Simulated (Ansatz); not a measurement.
# FeSi2 (Linzhiite, P4/mmm): modes against uniaxial strain along c, part 3 of 3

Aim: how do the optical modes of FeSi2 (Linzhiite, P4/mmm) shift and split under this strain?

Ansatz 0.2.0; DFT PBEsol, scalar-relativistic, plane waves, PAW; PAW set soft_1.

So far, highest optical mode at the zone centre (no LO-TO term) (cm⁻¹): step 4 (modes at rest) 560; step 6 (strain 4 %) 494.

## (7) Relaxation of a member: uniaxial strain of -4 % along c (continued)

The steps of the relaxation:

| step | energy less that of the first step (eV) | largest force component (eV/Å) | pressure (GPa) | volume (Å³) |
| --- | --- | --- | --- | --- |
| 1 | 0.0000 | 0.0566 | 7.52 | 35.63 |
| 2 | -0.0008 | 0.0080 | 6.78 | 35.77 |
| 3 | -0.0008 | 0.0005 | 6.44 | 35.83 |
| 4* | -0.0009 | 0.0005 | 6.44 | 35.83 |

Relaxation steps marked * repeat the geometry before them on a plane-wave basis chosen anew for their cell, so energy and pressure can jump there.

The run keeps the 16 symmetry operations that it works with, so distortions that break them were not tested.

| conventional cell, symmetrised | before | after | change |
| --- | --- | --- | --- |
| a (Å) | 2.696 | 2.703 | +0.3 % |
| b (Å) | 2.696 | 2.703 | +0.3 % |
| c (Å) | 4.903 | 4.903 | -0.0 % |
| volume (Å³/atom) | 11.88 | 11.94 | +0.6 % |

Final coordinates:

```cif
data_structure
_symmetry_space_group_name_H-M 'P 1'
_symmetry_Int_Tables_number 1
_cell_length_a 2.7034
_cell_length_b 2.7034
_cell_length_c 4.9027
_cell_angle_alpha 90.000
_cell_angle_beta 90.000
_cell_angle_gamma 90.000
_cell_volume 35.83
loop_
_atom_site_label
_atom_site_type_symbol
_atom_site_fract_x
_atom_site_fract_y
_atom_site_fract_z
_atom_site_occupancy
Si1 Si 0.50000 0.50000 0.27022 1
Si2 Si 0.50000 0.50000 0.72978 1
Fe3 Fe 0.00000 0.00000 0.00000 1
```

Numbers from this step:

```yaml
pressure: 6.437 GPa
volume_per_atom: 11.94 Å³
```

The largest force component left is 0.47 meV/Å.

## (8) Zone-centre modes of the member: uniaxial strain of -4 % along c

The zone-centre modes follow for uniaxial strain of -4 % along c.

input.yaml reads:

```yaml
crystal:
  lattice:
    - [2.7034124144, 0.0, 0.0]
    - [0.0, 2.7034124144, 0.0]
    - [0.0, 0.0, 4.9026718429]
  atoms:
    - { symbol: Si, position: [0.5, 0.5, 0.2702157601] }
    - { symbol: Si, position: [0.5, 0.5, 0.7297842399] }
    - { symbol: Fe, position: [0.0, 0.0, 0.0] }
kpoints:
  mp_grid: { grid: [16, 16, 8] }
hamiltonian:
  xc: pbesol
  pseudopotentials: { kind: paw, azcp: { folder: soft_1 }, xc_functional: pbe }
scf:
  occupations: { method: methfessel_paxton, width: 0.2 }
output:
  eigenvalues: true
phonons:
  method: dfpt
```

Started as:

```sh
$ ansatz run input.yaml --threads 4 --pin off --max-ram 10240MiB --backend cpu --events-out ev --progress --plain --runs-dir out
```

Numbers of over 12 decimals in the logs are rounded to 6 here.

The program printed:

```text
[...]
Crystal: 3 atoms, lattice volume = 35.831 Å³
Basis set: ecut = 420 eV, 709 PW (Γ), exchange–correlation on 40×40×72 points (8 copies of the dense FFT grid, shifted against one another)
Bands: 16, of which v1, the nominal top of the filled ones, is band 12 counted from 1 (11 counted from 0)
Symmetry: 16 space group operations
k-points: 405 of 2048 (irreducible under 4 space group operations, time reversal used)
[...]
k-point 2: bands = [... 8 lower, 13.0077, 13.0077, 13.1653, 13.8191, 19.1724, 19.1724, 19.6931, 21.2287]
  k-point 404: bands = [... 8 lower, 11.1918, 11.1918, 12.9394, 14.6913, 15.1617, 15.1617, 15.8193, 17.6430]
[...]
ASR residual: 1.100e-4 → 0.000e0 eV/Å²; symmetrization residual: 1.947e-6 eV/Å²
  ASR residual per site (eV/Å²): 3.17e-5 3.17e-5 1.10e-4
  Γ frequencies (cm⁻¹): 0.00 0.00 0.00 230.10 230.10 313.76 313.76 391.16 631.72
[...]
[key lines of the parts left out:]
SCF converged after 10 iterations
Free energy (F): -5693.277400 eV
Fermi energy:    14.647134 eV
```

Run time: 23 s. Hardware: 4 threads of Arm Neoverse V2, shared host; peak memory 0.96 GiB.

Numbers from this step:

* sum-rule residual before enforcement: 1.10e-4 eV/Å²
* highest optical mode at the zone centre (no LO-TO term): 631.7 cm⁻¹
* lowest optical zone-centre mode: 230.1 cm⁻¹

Patterns of degenerate modes are one choice out of their space. The modes at Γ (shares of kinetic energy by element, %):

| mode | frequency (cm⁻¹) | symmetry | Si % | Fe % |
| --- | --- | --- | --- | --- |
| 1 | 0.0 | acoustic | 50 | 50 |
| 2 | 0.0 | acoustic | 50 | 50 |
| 3 | 0.0 | acoustic | 50 | 50 |
| 4 | 230.1 | Eg | 100 | 0 |
| 5 | 230.1 | Eg | 100 | 0 |
| 6 | 313.8 | Eu | 50 | 50 |
| 7 | 313.8 | Eu | 50 | 50 |
| 8 | 391.2 | A2u | 50 | 50 |
| 9 | 631.7 | A1g | 100 | 0 |

The lowest optical mode is real, 230 cm⁻¹, and the highest lies at 631.7 cm⁻¹.

For the highest optical mode at the zone centre (no LO-TO term), step 4 gave 560 cm⁻¹; this run, with strain -4 %, gives 632 cm⁻¹ (+13 %).

## (9) All members side by side

The members are set side by side, also those not shown above.

Stress is positive in compression; energies are extrapolated to zero smearing, and E0 is that at rest; the edges not held and the atoms are relaxed in each cell; all runs use 16×16×8 k points and Methfessel-Paxton smearing of 0.2 eV. State of the crystal along the series:

| strain (%) | stress along the axis (GPa) | free strain along a (%) | free strain along b (%) | E - E0 (meV/atom) |
| --- | --- | --- | --- | --- |
| -4 | 19.29 | 1.031 | 1.031 | 28.75 |
| -3 | 14.15 | 0.7506 | 0.7506 | 15.84 |
| -2 | 9.208 | 0.4873 | 0.4873 | 6.865 |
| -1 | 4.487 | 0.2369 | 0.2369 | 1.656 |
| 0 | -0.001931 | 0 | 0 | 0 |
| 1 | -4.259 | -0.2249 | -0.2249 | 1.667 |
| 2 | -8.295 | -0.4361 | -0.4361 | 6.453 |
| 3 | -12.12 | -0.6337 | -0.6337 | 14.17 |
| 4 | -15.73 | -0.8185 | -0.8185 | 24.64 |

Optical modes are counted from below at rest and tracked from member to member by their patterns, and modes that stay within 0.3 cm⁻¹ of each other stand once; labels, where given, are those at rest; the edges not held and the atoms are relaxed in each cell; all runs use 16×16×8 k points and Methfessel-Paxton smearing of 0.2 eV. Optical modes along the series:

| strain (%) | optical mode 1 Eg (cm⁻¹) | optical mode 2 Eu (cm⁻¹) | optical mode 3 A2u (cm⁻¹) | optical mode 4 A1g (cm⁻¹) |
| --- | --- | --- | --- | --- |
| -4 | 230.1 | 313.8 | 391.2 | 631.7 |
| -3 | 230.2 | 308.1 | 384.7 | 613.1 |
| -2 | 229.8 | 302.3 | 377.6 | 595.1 |
| -1 | 229.1 | 296.4 | 370.1 | 577.6 |
| 0 | 228 | 290.5 | 362.2 | 560.4 |
| 1 | 226.7 | 284.5 | 354.1 | 543.4 |
| 2 | 225.2 | 278.6 | 345.7 | 526.7 |
| 3 | 223.5 | 272.6 | 337 | 510.1 |
| 4 | 221.7 | 266.8 | 328.1 | 493.8 |

Value and slope at zero strain of a cubic (a lower polynomial where under five rows exist) through the rows within 2 % of rest. Slopes at rest:

| mode | frequency (cm⁻¹) | shift per percent of strain (cm⁻¹) | shift per GPa of compressive stress (cm⁻¹) |
| --- | --- | --- | --- |
| optical mode 1 Eg | 228 | -1.21 | 0.28 |
| optical mode 2 Eu | 290.5 | -5.95 | 1.36 |
| optical mode 3 A2u | 362.2 | -8.02 | 1.83 |
| optical mode 4 A1g | 560.4 | -17.06 | 3.9 |

## (10) Results

```json
{
 "members": "9",
 "highest optical mode at the zone centre (no LO-TO term), at rest": "560.4 cm⁻¹",
 "Young’s modulus along c": "437 GPa",
 "optical mode 1 Eg, shift per percent": "-1.21 cm⁻¹",
 "optical mode 2 Eu, shift per percent": "-5.95 cm⁻¹",
 "optical mode 3 A2u, shift per percent": "-8.02 cm⁻¹",
 "optical mode 4 A1g, shift per percent": "-17.06 cm⁻¹"
}
```

In words: The stress changes by 4.37 GPa for each percent, a Young’s modulus of 437 GPa along c. For each percent the free edge responds with -0.23 %. Within 2 % of rest optical mode 1 Eg bends away from a straight line, so a single slope holds only near rest. The fastest shift in the table of slopes is -17.1 cm⁻¹ for each percent (optical mode 4 A1g), or 3.9 cm⁻¹ for each GPa of compressive stress. For small strain, the measured shift of a line that Raman or infrared light can see, divided by its slope, estimates the stress, if the state of stress is of this kind. These are harmonic frequencies at zero temperature: anharmonic shifts, linewidths and thermal expansion are left out. With no gap, or one that is small against the smearing, the frequencies hang on the k mesh and the smearing, most of all near Kohn anomalies. The runs are without spin polarisation, although Fe often carries a moment. The PAW files were made for PBE; the program adapts parts of them to the functional of the run, but their partial waves stay those of PBE, an approximation that was not tested in this session. Only the zone centre was solved, so an instability at another wavevector cannot show here.

[Logs are printed without paths, hosts, clocks, repeated set-up lines and the standing remarks that a program may print on its own settings, such as how far it seeks lower states.]

[Hosts, paths, dates, database ids (printed as entryN), source tags and the programs' standing remarks are cut or masked in the printed files.]
